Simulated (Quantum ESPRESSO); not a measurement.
Consider YS (Fm-3m).

```
CELL_PARAMETERS angstrom
0.00000 2.74365 2.74365
2.74365 0.00000 2.74365
2.74365 2.74365 0.00000
ATOMIC_POSITIONS crystal
Y 0.50000 0.50000 0.50000
S 0.00000 0.00000 0.00000
```

Absorber: atom 1, with 6 S at 2.74 Å (octahedral, site symmetry m-3m). Method: Quantum ESPRESSO XSpectra, LDA, excited-electron core hole (neutral cell), 8-atom cell with 5.5 Å between holes, 5×5×5 k points, dipole transitions, Lorentzian half width 0.75 eV up to 4 eV, rising linearly to 1.75 eV at 25 eV (not a setting of the program: the run's 0.4 eV curve was folded afterwards with a further Lorentzian).

Predict the near-edge structure at the Y L₃ edge.

Main maxima up to 30 eV above the zero (height): 1.2 eV (2.74), 7.6 eV (0.87), 16.4 eV (0.64) and 26.8 eV (0.60). At an L edge the dipole rule selects empty d (and weakly s) states on the absorber, and the strong line at the onset measures the empty part of its d band. 

The Y L₃ spectrum (energy from the energy zero of the input (xe0, at the border of filled and empty states); intensity scaled to a mean of 1 over the first 20 eV; folded afterwards to Lorentzian half width 0.75 eV up to 4 eV, rising linearly to 1.75 eV at 25 eV; the points at xe0, where the cut of filled states can leave a spike, are interpolated):

| E (eV) | intensity |
| --- | --- |
| -2.0 | 0.30 |
| -1.5 | 0.42 |
| -1.0 | 0.63 |
| -0.5 | 1.04 |
| 0.0 | 1.70 |
| 0.5 | 2.34 |
| 1.0 | 2.71 |
| 1.5 | 2.69 |
| 2.0 | 2.56 |
| 2.5 | 2.49 |
| 3.0 | 2.12 |
| 3.5 | 1.71 |
| 4.0 | 1.39 |
| 4.5 | 1.10 |
| 5.0 | 0.87 |
| 5.5 | 0.79 |
| 6.0 | 0.80 |
| 6.5 | 0.82 |
| 7.0 | 0.85 |
| 7.5 | 0.87 |
| 8.0 | 0.86 |
| 8.5 | 0.82 |
| 9.0 | 0.76 |
| 9.5 | 0.70 |
| 10.0 | 0.68 |
| 10.5 | 0.67 |
| 11.0 | 0.64 |
| 11.5 | 0.57 |
| 12.0 | 0.53 |
| 12.5 | 0.51 |
| 13.0 | 0.49 |
| 13.5 | 0.50 |
| 14.0 | 0.52 |
| 14.5 | 0.55 |
| 15.0 | 0.59 |
| 15.5 | 0.62 |
| 16.0 | 0.64 |
| 16.5 | 0.64 |
| 17.0 | 0.64 |
| 17.5 | 0.61 |
| 18.0 | 0.57 |
| 18.5 | 0.53 |
| 19.0 | 0.50 |
| 19.5 | 0.49 |
| 20.0 | 0.48 |
| 20.5 | 0.49 |
| 21.0 | 0.50 |
| 21.5 | 0.52 |
| 22.0 | 0.52 |
| 22.5 | 0.52 |
| 23.0 | 0.51 |
| 23.5 | 0.51 |
| 24.0 | 0.52 |
| 24.5 | 0.53 |
| 25.0 | 0.55 |
| 25.5 | 0.57 |
| 26.0 | 0.59 |
| 26.5 | 0.60 |
| 27.0 | 0.60 |
| 27.5 | 0.59 |
| 28.0 | 0.58 |
| 28.5 | 0.56 |
| 29.0 | 0.54 |
| 29.5 | 0.53 |
| 30.0 | 0.52 |
| 30.5 | 0.52 |
| 31.0 | 0.52 |
| 31.5 | 0.53 |
| 32.0 | 0.54 |

Only the L₃ part is meant: spin–orbit coupling of the core level isn't computed and the L₂ copy isn't added. The primitive cell holds an odd number of electrons, so a spin-paired run has to come out metallic; that is right for a metal, but some such compounds are magnetic or distorted insulators. The holes are only 5.5 Å apart, so the shape is probably not converged with cell size; no larger cell was run here. The structure is a published determination, not relaxed.

[Banner, clock and machine lines of the logs are left out without a mark of their own.]

[Logs are printed without paths, hosts, clocks, repeated set-up lines and the standing remarks that a program may print on its own settings, such as how far it seeks lower states.]

[Hosts, paths, dates, database ids (printed as entryN), source tags and the programs' standing remarks are cut or masked in the printed files.]

[Lists of maxima count a maximum above −3 eV only where it reaches 4 % of the highest in the window and stands out from its surroundings by 2 % of it (1.5 % where it reaches 55 %); shoulders and weaker maxima are passed over, and of the rest the first, up to two pre-edge ones and the few strongest are named.]
